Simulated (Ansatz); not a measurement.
**A hypothetical structure for LaTl3B2**

Starting from a made-up structure for LaTl3B2, the aim is the relaxed cell, its shortest contacts and, where a second run follows, its electronic structure.

Main program and level: Ansatz 0.2.0; DFT, PBEsol, plane-wave PAW, files of the set soft_1, scalar-relativistic, no spin, cell and ions relaxed at zero pressure; PAW set soft_1, in the first sound run; inputs show where later runs differ.

## Step 1: The structure

It takes space group P6/mmm (No. 191, hexagonal). Conventional cell: a = 6.121 Å, b = 6.121 Å, c = 4.033 Å, α = 90.00°, β = 90.00°, γ = 120.00°. Nearest to Tl lie 4 B at 2.68 Å and 4 Tl at 3.06 Å and 4 La at 3.67 Å. Nearest to La lie 6 B at 3.53 Å and 12 Tl at 3.67 Å. Nearest to B lie 6 Tl at 2.68 Å and 3 La at 3.53 Å and 3 B at 3.53 Å. Farther neighbours are not listed.

## Step 2: Relaxation of the guess

The guess takes its coordinates from another compound and its volume from a rule, so the cell and any free coordinates are relaxed together.

Input file input.yaml:

```yaml
crystal:
  lattice:
    - [6.121, 0.0, 0.0]
    - [-3.0605, 5.300941497, 0.0]
    - [0.0, 0.0, 4.033]
  atoms:
    - { symbol: Tl, position: [0.5, 0.0, 0.5] }
    - { symbol: Tl, position: [0.5, 0.5, 0.5] }
    - { symbol: Tl, position: [0.0, 0.5, 0.5] }
    - { symbol: La, position: [0.0, 0.0, 0.0] }
    - { symbol: B, position: [0.333333333, 0.666666667, 0.0] }
    - { symbol: B, position: [0.666666667, 0.333333333, 0.0] }
kpoints:
  mp_grid: { grid: [5, 5, 7] }
scf:
  occupations: { method: fermi_dirac, width: 0.05 }
hamiltonian:
  xc: pbesol
  pseudopotentials: { kind: paw, azcp: { folder: soft_1 }, xc_functional: pbe }
relax:
  f_tol: 0.015
  max_steps: 70
  cell: {}
output:
  forces: true
  stress: true
```

Command:

```console
$ ansatz run input.yaml --threads 4 --pin off --max-ram 10240MiB --backend cpu --events-out ev --progress --plain --runs-dir out
```

Numbers of over 12 decimals in the logs are rounded to 6 here.

What it wrote:

```text
Engine: ansatz 0.2.0, aarch64-unknown-linux-gnu
Pseudopotentials: kind: paw
Pseudopotential: Tl, paw, valence charge 13, recommended cutoff 420 eV (normal), soft_1/Tl.paw.azcp
Pseudopotential: La, paw, valence charge 11, recommended cutoff 420 eV (normal), soft_1/La.paw.azcp
Pseudopotential: B, paw, valence charge 3, recommended cutoff 420 eV (normal), soft_1/B.paw.azcp
Functional definition: PBEsol
  exchange = pbesol_x
  correlation = pbesol_c
Crystal: 6 atoms, lattice volume = 130.859 Å³
Basis set: ecut = 420 eV, 2539 PW (Γ), exchange–correlation on 90×90×54 points (8 copies of the dense FFT grid, shifted against one another)
Bands: 34, of which v1, the nominal top of the filled ones, is band 28 counted from 1 (27 counted from 0)
Symmetry: 24 space group operations
Space group: P6/mmm (ITA 191), of the structure as read, at distance tolerance 5.1e-5 Å
k-points: 20 of 175
Non-local potential: Tl, projectors of the file, l = 0: 2, l = 1: 2, l = 2: 2, l = 3: 1
Non-local potential: La, projectors of the file, l = 0: 3, l = 1: 2, l = 2: 2, l = 3: 3
Non-local potential: B, projectors of the file, l = 0: 2, l = 1: 2, l = 2: 1
PAW form: soft (Blöchl's): semilocal exchange-correlation on the pseudo side does not see the compensation charge
PAW frozen core: Tl, regenerated for the run's functional, and the local potential with it (the file was generated under x = pbe(κ = 0.804, μ = 0.219515), c = pbe(β = 0.066725))
PAW frozen core: La, regenerated for the run's functional, and the local potential with it (the file was generated under x = pbe(κ = 0.804, μ = 0.219515), c = pbe(β = 0.066725))
PAW frozen core: B, regenerated for the run's functional, and the local potential with it (the file was generated under x = pbe(κ = 0.804, μ = 0.219515), c = pbe(β = 0.066725))
PAW one-centre angular grid: Tl, 590 points (default); XC on 64 Gauss nodes
PAW one-centre angular grid: La, 590 points (default); XC on 64 Gauss nodes
PAW one-centre angular grid: B, 110 points (default); XC on 64 Gauss nodes
Initial density: superposition of atomic densities (chi_scale 0.1, normalization cell, long waves kept (reshape's long-wave potential 0.01 eV rms))
Initial wavefunctions: pseudopotential atomic-orbital guess
Functional: x = pbesol(κ = 0.804, μ = 0.123457), c = pbesol(β = 0.046)
SCF iter   1: F=—  HF=-40356.128359 eV  |F-HF|=—  |Δ(HF+E_count)|=         —  Δρ=3.57e-2  dr2=4.73e0  ethr=3.10e-3  ⟨swp⟩=5.5  Hψ=2659  notcnv=0
preconditioner: auto → Kerker (q_TF=auto, 2.368 Å⁻¹)  [metal: Δε(μ)=0.041 eV  Ē_g=9.326 eV  σ=0.050 eV  W_gap=0.20  n_scr=26 (ndim 8)  ℏωp=23.9 eV  f_vac=0.000  D(μ)=3.98/eV (n_scr^D=26)]
SCF iter   2: F=—  HF=-40355.282288 eV  |F-HF|=—  |Δ(HF+E_count)|=   8.46e-1  Δρ=1.73e-2  dr2=1.15e0  ethr=3.10e-3  ⟨swp⟩=2.8  Hψ=1391  notcnv=0
SCF iter   3: F=—  HF=-40355.023443 eV  |F-HF|=—  |Δ(HF+E_count)|=   2.59e-1  Δρ=5.58e-3  dr2=1.14e-1  ethr=2.05e-3  ⟨swp⟩=3.9  Hψ=1305  notcnv=0
SCF iter   4: F=—  HF=-40354.997862 eV  |F-HF|=—  |Δ(HF+E_count)|=   2.56e-2  Δρ=1.10e-3  dr2=1.70e-3  ethr=2.04e-4  ⟨swp⟩=3.8  Hψ=1125  notcnv=0
SCF iter   5: F=—  HF=-40354.997650 eV  |F-HF|=—  |Δ(HF+E_count)|=   2.11e-4  Δρ=3.85e-4  dr2=3.00e-4  ethr=3.03e-6  ⟨swp⟩=2.2  Hψ=1025  notcnv=0
SCF iter   6: F=—  HF=-40354.997614 eV  |F-HF|=—  |Δ(HF+E_count)|=   3.67e-5  Δρ=5.98e-5  dr2=7.72e-6  ethr=5.36e-7  ⟨swp⟩=2.0  Hψ=1161  notcnv=0
SCF iter   7: F=—  HF=-40354.997597 eV  |F-HF|=—  |Δ(HF+E_count)|=   1.65e-5  Δρ=1.44e-5  dr2=4.47e-7  ethr=1.38e-8  ⟨swp⟩=2.1  Hψ=877  notcnv=0
SCF iter   8: F=-40354.997597 eV  HF=-40354.997597 eV  |F-HF|=1.15e-8  |Δ(HF+E_count)|=   1.03e-7  Δρ=2.87e-6  dr2=2.15e-8  ethr=1.79e-10  ⟨swp⟩=5.0  Hψ=2774  notcnv=0
SCF 1 converged in 8 iterations: F = -40354.997597 eV  dr2 = 2.15e-8
  greatest PAW one-centre occupation: 0.970 electrons in one spin orbital (limit 2), on the La atom at site 3 (counted from 0), in its partial waves of l = 0
relax step   1: F+E_penalty+E_count = -40354.99759722 eV  Δ(F+E_penalty+E_count) = +0.000e0 eV  max|allowed force component| = 1.203e-16 eV/Å  Δτ_max = 0.0000 Å  P = -2.786 GPa  Ω = 130.859 Å³  (8 SCF iters, dr2 threshold 1.00e-7 eV, accepted)
Crystal: 6 atoms, lattice volume = 123.643 Å³
Basis set: ecut = 420 eV, 2395 PW (Γ), exchange–correlation on 90×90×54 points (8 copies of the dense FFT grid, shifted against one another)
Initial density: handed on by an earlier stage of this run
Initial wavefunctions: those handed on with the density
iter 1 solved again at ethr=1.56e-4 eV; its pass at ethr=3.10e-3 eV (dr2=8.71e-2 eV) is discarded
SCF iter   1: F=—  HF=-40355.173251 eV  |F-HF|=—  |Δ(HF+E_count)|=         —  Δρ=5.44e-3  dr2=8.75e-2  ethr=1.56e-4  ⟨swp⟩=1.9  Hψ=4584  notcnv=0
preconditioner: auto → Kerker (q_TF=auto, 2.391 Å⁻¹)  [metal: Δε(μ)=0.058 eV  Ē_g=10.715 eV  σ=0.050 eV  W_gap=0.27  n_scr=32 (ndim 8)  ℏωp=24.5 eV  f_vac=0.000  D(μ)=2.19/eV (n_scr^D=8)]
SCF iter   2: F=—  HF=-40355.153545 eV  |F-HF|=—  |Δ(HF+E_count)|=   1.97e-2  Δρ=2.98e-3  dr2=2.79e-2  ethr=1.56e-4  ⟨swp⟩=3.0  Hψ=1030  notcnv=0
SCF iter   3: F=—  HF=-40355.145020 eV  |F-HF|=—  |Δ(HF+E_count)|=   8.52e-3  Δρ=6.52e-4  dr2=1.70e-3  ethr=4.98e-5  ⟨swp⟩=2.0  Hψ=971  notcnv=0
SCF iter   4: F=—  HF=-40355.144591 eV  |F-HF|=—  |Δ(HF+E_count)|=   4.30e-4  Δρ=1.46e-4  dr2=2.64e-5  ethr=3.03e-6  ⟨swp⟩=2.2  Hψ=1093  notcnv=0
SCF iter   5: F=—  HF=-40355.144592 eV  |F-HF|=—  |Δ(HF+E_count)|=   1.05e-6  Δρ=4.47e-5  dr2=4.40e-6  ethr=4.72e-8  ⟨swp⟩=2.2  Hψ=1219  notcnv=0
SCF iter   6: F=-40355.144591 eV  HF=-40355.144591 eV  |F-HF|=3.43e-7  |Δ(HF+E_count)|=   4.07e-7  Δρ=1.39e-5  dr2=4.29e-7  ethr=1.07e-9  ⟨swp⟩=3.6  Hψ=2957  notcnv=0
SCF 2 converged in 6 iterations: F = -40355.144591 eV  dr2 = 4.29e-7
relax step   2: F+E_penalty+E_count = -40355.14459105 eV  Δ(F+E_penalty+E_count) = -1.470e-1 eV  max|allowed force component| = 6.322e-17 eV/Å  Δτ_max = 0.0000 Å  P = +0.588 GPa  Ω = 123.643 Å³  energy of the carried Pulay correction = +1.308e-3 eV  (6 SCF iters, dr2 threshold 6.00e-7 eV, accepted)
Crystal: 6 atoms, lattice volume = 125.317 Å³
iter 1 solved again at ethr=1.10e-5 eV; its pass at ethr=3.10e-3 eV (dr2=6.14e-3 eV) is discarded
SCF iter   1: F=—  HF=-40355.154431 eV  |F-HF|=—  |Δ(HF+E_count)|=         —  Δρ=1.69e-3  dr2=6.71e-3  ethr=1.10e-5  ⟨swp⟩=2.3  Hψ=4759  notcnv=0
preconditioner: auto → Kerker (q_TF=auto, 2.386 Å⁻¹)  [metal: Δε(μ)=0.119 eV  Ē_g=10.816 eV  σ=0.050 eV  W_gap=0.44  n_scr=32 (ndim 8)  ℏωp=24.4 eV  f_vac=0.000  D(μ)=1.80/eV (n_scr^D=6)]
SCF iter   2: F=—  HF=-40355.153248 eV  |F-HF|=—  |Δ(HF+E_count)|=   1.18e-3  Δρ=1.10e-3  dr2=2.82e-3  ethr=1.10e-5  ⟨swp⟩=2.1  Hψ=787  notcnv=0
SCF iter   3: F=—  HF=-40355.152399 eV  |F-HF|=—  |Δ(HF+E_count)|=   8.49e-4  Δρ=2.04e-4  dr2=9.85e-5  ethr=5.04e-6  ⟨swp⟩=2.8  Hψ=1333  notcnv=0
SCF iter   4: F=—  HF=-40355.152364 eV  |F-HF|=—  |Δ(HF+E_count)|=   3.50e-5  Δρ=7.92e-5  dr2=6.55e-6  ethr=1.76e-7  ⟨swp⟩=2.0  Hψ=1217  notcnv=0
SCF iter   5: F=-40355.152366 eV  HF=-40355.152366 eV  |F-HF|=7.07e-8  |Δ(HF+E_count)|=   1.52e-6  Δρ=1.86e-5  dr2=4.51e-7  ethr=1.07e-9  ⟨swp⟩=4.2  Hψ=3316  notcnv=0
SCF 3 converged in 5 iterations: F = -40355.152366 eV  dr2 = 4.51e-7
relax step   3: F+E_penalty+E_count = -40355.15236552 eV  Δ(F+E_penalty+E_count) = -7.774e-3 eV  max|allowed force component| = 2.930e-17 eV/Å  Δτ_max = 0.0000 Å  P = -0.232 GPa  Ω = 125.317 Å³  energy of the carried Pulay correction = +1.028e-3 eV  (5 SCF iters, dr2 threshold 6.00e-7 eV, accepted)
Crystal: 6 atoms, lattice volume = 124.881 Å³
Basis set: ecut = 420 eV, 2419 PW (Γ), exchange–correlation on 90×90×54 points (8 copies of the dense FFT grid, shifted against one another)
iter 1 solved again at ethr=1.45e-6 eV; its pass at ethr=3.10e-3 eV (dr2=8.13e-4 eV) is discarded
SCF iter   1: F=—  HF=-40355.157433 eV  |F-HF|=—  |Δ(HF+E_count)|=         —  Δρ=6.59e-4  dr2=9.01e-4  ethr=1.45e-6  ⟨swp⟩=2.5  Hψ=4543  notcnv=0
preconditioner: auto → Kerker (q_TF=auto, 2.387 Å⁻¹)  [metal: Δε(μ)=0.075 eV  Ē_g=10.813 eV  σ=0.050 eV  W_gap=0.34  n_scr=32 (ndim 8)  ℏωp=24.4 eV  f_vac=0.000  D(μ)=2.17/eV (n_scr^D=8)]
SCF iter   2: F=—  HF=-40355.157278 eV  |F-HF|=—  |Δ(HF+E_count)|=   1.55e-4  Δρ=4.23e-4  dr2=3.94e-4  ethr=1.45e-6  ⟨swp⟩=1.2  Hψ=684  notcnv=0
SCF iter   3: F=—  HF=-40355.157153 eV  |F-HF|=—  |Δ(HF+E_count)|=   1.25e-4  Δρ=7.01e-5  dr2=1.05e-5  ethr=7.03e-7  ⟨swp⟩=2.0  Hψ=1195  notcnv=0
SCF iter   4: F=—  HF=-40355.157151 eV  |F-HF|=—  |Δ(HF+E_count)|=   1.96e-6  Δρ=3.15e-5  dr2=1.06e-6  ethr=1.88e-8  ⟨swp⟩=2.0  Hψ=1234  notcnv=0
SCF iter   5: F=-40355.157151 eV  HF=-40355.157151 eV  |F-HF|=8.33e-9  |Δ(HF+E_count)|=   1.89e-7  Δρ=5.96e-6  dr2=4.69e-8  ethr=1.07e-9  ⟨swp⟩=5.1  Hψ=2752  notcnv=0
SCF 4 converged in 5 iterations: F = -40355.157151 eV  dr2 = 4.69e-8
relax step   4: F+E_penalty+E_count = -40355.15715074 eV  Δ(F+E_penalty+E_count) = -4.785e-3 eV  max|allowed force component| = 7.401e-17 eV/Å  Δτ_max = 0.0000 Å  P = -0.051 GPa  Ω = 124.881 Å³  energy of the carried Pulay correction = +1.098e-3 eV  (5 SCF iters, dr2 threshold 6.00e-7 eV, accepted)
Crystal: 6 atoms, lattice volume = 124.787 Å³
iter 1 solved again at ethr=2.42e-8 eV; its pass at ethr=3.10e-3 eV (dr2=1.36e-5 eV) is discarded
SCF iter   1: F=—  HF=-40355.157198 eV  |F-HF|=—  |Δ(HF+E_count)|=         —  Δρ=6.32e-5  dr2=1.54e-5  ethr=2.42e-8  ⟨swp⟩=2.2  Hψ=3753  notcnv=0
preconditioner: auto → Kerker (q_TF=auto, 2.387 Å⁻¹)  [metal: Δε(μ)=0.075 eV  Ē_g=10.820 eV  σ=0.050 eV  W_gap=0.34  n_scr=32 (ndim 8)  ℏωp=24.4 eV  f_vac=0.000  D(μ)=2.16/eV (n_scr^D=8)]
SCF iter   2: F=—  HF=-40355.157190 eV  |F-HF|=—  |Δ(HF+E_count)|=   8.65e-6  Δρ=3.47e-5  dr2=4.61e-6  ethr=2.42e-8  ⟨swp⟩=2.2  Hψ=831  notcnv=0
SCF iter   3: F=—  HF=-40355.157184 eV  |F-HF|=—  |Δ(HF+E_count)|=   6.07e-6  Δρ=7.86e-6  dr2=3.13e-7  ethr=8.22e-9  ⟨swp⟩=2.0  Hψ=840  notcnv=0
SCF iter   4: F=-40355.157183 eV  HF=-40355.157183 eV  |F-HF|=7.28e-10  |Δ(HF+E_count)|=   7.84e-8  Δρ=1.84e-6  dr2=4.29e-9  ethr=1.86e-11  ⟨swp⟩=4.5  Hψ=3393  notcnv=0
SCF 5 converged in 4 iterations: F = -40355.157183 eV  dr2 = 4.29e-9
relax step   5: F+E_penalty+E_count = -40355.15718343 eV  Δ(F+E_penalty+E_count) = -3.269e-5 eV  max|allowed force component| = 1.465e-16 eV/Å  Δτ_max = 0.0000 Å  P = +0.001 GPa  Ω = 124.787 Å³  energy of the carried Pulay correction = +1.115e-3 eV  (4 SCF iters, dr2 threshold 1.04e-8 eV, accepted)
Initial wavefunctions: pseudopotential atomic-orbital guess (no wavefunctions were taken with the density)
iter 1 solved again at ethr=4.43e-8 eV; its pass at ethr=3.10e-3 eV (dr2=2.48e-5 eV) is discarded
SCF iter   1: F=—  HF=-40355.156510 eV  |F-HF|=—  |Δ(HF+E_count)|=         —  Δρ=4.69e-5  dr2=3.36e-7  ethr=4.43e-8  ⟨swp⟩=3.8  Hψ=5076  notcnv=0
preconditioner: auto → Kerker (q_TF=auto, 2.387 Å⁻¹)  [metal: Δε(μ)=0.075 eV  Ē_g=10.823 eV  σ=0.050 eV  W_gap=0.35  n_scr=32 (ndim 8)  ℏωp=24.4 eV  f_vac=0.000  D(μ)=2.16/eV (n_scr^D=8)]
SCF iter   2: F=—  HF=-40355.156501 eV  |F-HF|=—  |Δ(HF+E_count)|=   9.22e-6  Δρ=2.49e-5  dr2=9.43e-8  ethr=5.99e-10  ⟨swp⟩=2.2  Hψ=993  notcnv=0
SCF iter   3: F=—  HF=-40355.156501 eV  |F-HF|=—  |Δ(HF+E_count)|=   3.13e-7  Δρ=1.04e-6  dr2=7.97e-10  ethr=1.68e-10  ⟨swp⟩=2.3  Hψ=1160  notcnv=0
SCF iter   4: F=—  HF=-40355.156501 eV  |F-HF|=—  |Δ(HF+E_count)|=  2.55e-10  Δρ=2.81e-7  dr2=1.03e-10  ethr=1.00e-12  ⟨swp⟩=5.1  Hψ=2933  notcnv=0
SCF iter   5: F=-40355.156501 eV  HF=-40355.156501 eV  |F-HF|=1.46e-11  |Δ(HF+E_count)|=  1.46e-11  Δρ=7.19e-8  dr2=2.24e-11  ethr=1.00e-12  ⟨swp⟩=4.3  Hψ=2454  notcnv=0
SCF 6 converged in 5 iterations: F = -40355.156501 eV  dr2 = 2.24e-11
relax step   6: F+E_penalty+E_count = -40355.15650129 eV  Δ(F+E_penalty+E_count) = +6.821e-4 eV  max|allowed force component| = 1.619e-16 eV/Å  Δτ_max = 0.0000 Å  P = -0.005 GPa  Ω = 124.787 Å³  stress off target by 1.63e-2 GPa  SCF on the basis re-selected at this cell (its energy is not comparable with the rows above)  (5 SCF iters)
basis re-selected at this cell: Δ(F+E_penalty+E_count) = +6.821e-4 eV, ΔP = -0.007 GPa vs the last step (what re-selecting the basis moved, of the pressure what is left beyond the Pulay correction that the steps carried, after the strain that the cell walked since its last selection, with what the two solves' SCF thresholds leave and, on support functions, any second-order correction that the steps lacked; it is no m [...]
SCF converged after 5 iterations
Free energy (F): -40355.156501 eV
Harris-Foulkes:  -40355.156501 eV  (|F-HF|=1.46e-11)
Internal energy: -40355.138412 eV  (E = F + TS)
E sigma→0 (E₀):  -40355.147457 eV
Entropy (-TS):   -0.018089 eV (-3.015 meV/atom)
Fermi energy:    12.129211 eV
--- Per-component energies (eV) ---
  E_band       = 82.201532
  E_kinetic    = 1071.682865
  E_local      = -2767.251111  (includes V_loc(G=0)·N_el)
  E_nonlocal   = 1060.201909
  E_hartree    = 1055.858199
  E_xc         = -754.179093
  E_vxc        = -585.253315  (∫ρ·V_xc dr)
  E_paw        = -35598.608505  (= ΣΔE_a)
  E_vpaw       = -808.895171  (= ΣTr[D̂ρ^β])
  E_aug_tail   = -0.000123  (compensation charges beyond the density's cutoff)
  E_ewald      = -4423.156011
  E_core_change = 0.313456  (= ΣΔE_core)
  E_smearing   = -0.018089  (= −TS)
  E_closure    = 0.000000  (closes the sum)
  Σ components = -40355.156501   (vs F -40355.156501, Δ=0.00e0)
--- Forces (eV/Å), atoms counted from 1 ---
  atom   1  Tl    -0.00000000     0.00000000     0.00000000
  atom   2  Tl     0.00000000     0.00000000     0.00000000
  atom   3  Tl     0.00000000     0.00000000     0.00000000
  atom   4  La    -0.00000000     0.00000000     0.00000000
  atom   5  B      0.00000000    -0.00000000    -0.00000000
  atom   6  B      0.00000000     0.00000000     0.00000000
  max |Σ_I F_I| component: 2.78e-17 eV/Å
--- Stress (GPa, compression-positive) ---
        0.000052      -0.000000      -0.000000
       -0.000000       0.000052      -0.000000
       -0.000000      -0.000000      -0.016308
  P = ⅓ Tr σ = -0.0054 GPa (-0.054 kbar)
--- Relaxed structure (5 steps of the walk, 5 accepted, 1 SCFs on fresh bases) ---
  F+E_penalty+E_count = -40355.15650129 eV   max|allowed force component| = 1.619e-16 eV/Å   (the final SCF, on the basis selected at the relaxed cell)
  cell:  # Å, volume = 124.7870 Å³
    - [6.169381, 0.0, 0.0]
    - [-3.084691, 5.342841, 0.0]
    - [0.0, 0.0, 3.785780]
  atoms:
    - { symbol: Tl, position: [0.500000, 0, 0.5] }
    - { symbol: Tl, position: [0.5, 0.5, 0.5] }
    - { symbol: Tl, position: [2.7755575615628914e-17, 0.5, 0.5] }
    - { symbol: La, position: [0, 0, 0.0] }
    - { symbol: B, position: [0.333333, 0.666667, 0.0] }
    - { symbol: B, position: [0.666667, 0.333333, 0.0] }
```

The job ended after 8.1 s (4 threads of Arm Neoverse V2, shared host; peak memory 0.5 GiB).

Relaxation path:

| step | energy less that of the first step (eV) | largest force component (eV/Å) | pressure (GPa) | volume (Å³) |
| --- | --- | --- | --- | --- |
| 1 | 0.0000 | 0.0000 | -2.79 | 130.86 |
| 2 | -0.1470 | 0.0000 | 0.59 | 123.64 |
| 3 | -0.1548 | 0.0000 | -0.23 | 125.32 |
| 4 | -0.1596 | 0.0000 | -0.05 | 124.88 |
| 5 | -0.1596 | 0.0000 | 0.00 | 124.79 |
| 6* | -0.1589 | 0.0000 | -0.01 | 124.79 |

Relaxation steps marked * repeat the geometry before them on a plane-wave basis chosen anew for their cell, so energy and pressure can jump there.

The run keeps the 24 symmetry operations that it works with, so distortions that break them were not tested.

| conventional cell, symmetrised | before | after | change |
| --- | --- | --- | --- |
| a (Å) | 6.121 | 6.169 | +0.8 % |
| b (Å) | 6.121 | 6.169 | +0.8 % |
| c (Å) | 4.033 | 3.786 | -6.1 % |
| volume (Å³/atom) | 21.81 | 20.80 | -4.6 % |

Numbers from this step:

- free energy: -40355.1565 eV
- energy at zero smearing: -40355.1475 eV
- smearing term TS: 0.01809 eV
- Fermi energy: 12.13 eV
- electrons: 56
- symmetry operations: 24
- pressure: -0.005402 GPa

The shortest distance of each pair, which need not be the same contact before and after:

| pair | guess (Å) | relaxed (Å) |
| --- | --- | --- |
| B–Tl | 2.681 | 2.599 |
| Tl–Tl | 3.061 | 3.085 |
| B–La | 3.534 | 3.562 |
| B–B | 3.534 | 3.562 |
| La–Tl | 3.665 | 3.619 |

The relaxation ends with a pressure of -0.01 GPa.

[end of part 1 of 2]

[Logs are printed without paths, hosts, clocks, repeated set-up lines and the standing remarks that a program may print on its own settings, such as how far it seeks lower states.]

[Hosts, paths, dates, database ids (printed as entryN), source tags and the programs' standing remarks are cut or masked in the printed files.]
